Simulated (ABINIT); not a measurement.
# Calculated records

```xyz
2
Lattice="0.000 2.014 2.014 2.014 0.000 2.014 2.014 2.014 0.000" Properties=species:S:1:pos:R:3 pbc="T T T" subject="A GW chain in ABINIT: LiF (Griceite)" method="RPA screening on LDA, plane waves, norm-conserving pseudopotentials (and 2 further levels or steps)" program="ABINIT 10.8.3" settings="cutoff 36 Ha, PseudoDojo scalar-relativistic 0.4.1 standard, norm-conserving, ngkpt (6, 6, 6), nband 24, ecuteps 4.8 Ha, inclvkb 2, shiftk (0, 0, 0), symchi 1, awtr 1, frequency ppm, 6×6×6 k-mesh" cost="5 runs, 15 s in all on 4 MPI ranks of Arm Neoverse V2, shared host" notes="The cell and positions come from the Crystallography Open Database and are kept as given unless a step says otherwise." lda_gap="8.86 eV, indirect (only 1 meV under the direct gap)" g0w0_gap_on_the_mesh="13.53 eV" gw_settings="6×6×6 mesh, 24 bands, screening to 130.6 eV, Godby-Needs plasmon pole" known_limits="short of the basis limit"
Li    0.000    0.000    0.000
F     2.014    2.014    2.014
```

[Long decimals in the printed logs are rounded to 6 places.]

[Logs are printed without paths, hosts, clocks, repeated set-up lines and the standing remarks that a program may print on its own settings, such as how far it seeks lower states.]

[Paths, hosts, dates, memory and timing lines, banners, echoed tables and standing remarks are left out of the program output; an Ansatz launch command may be rebuilt from the run's recorded settings. Measured values are a selection of at most five: reports struck by readers or far from the other reports are left out. None is set beside runs whose start may be inverted or whose files or cutoffs have a known fault.]

[Runs of the session that timed out or met a known fault of the program may be left out.]

[Hosts, paths, dates, database ids (printed as entryN), source tags and the programs' standing remarks are cut or masked in the printed files.]

[G0W0 gaps are taken among the corrected bands and points alone; a level outside them can change the order at an edge.]

[Where Ansatz stands beside ABINIT at settings called matched, ABINIT's density can come from a denser mesh and the files from another edition; pairs whose starting gaps differed by over 0.03 eV were left out, so agreement reads better than it is.]
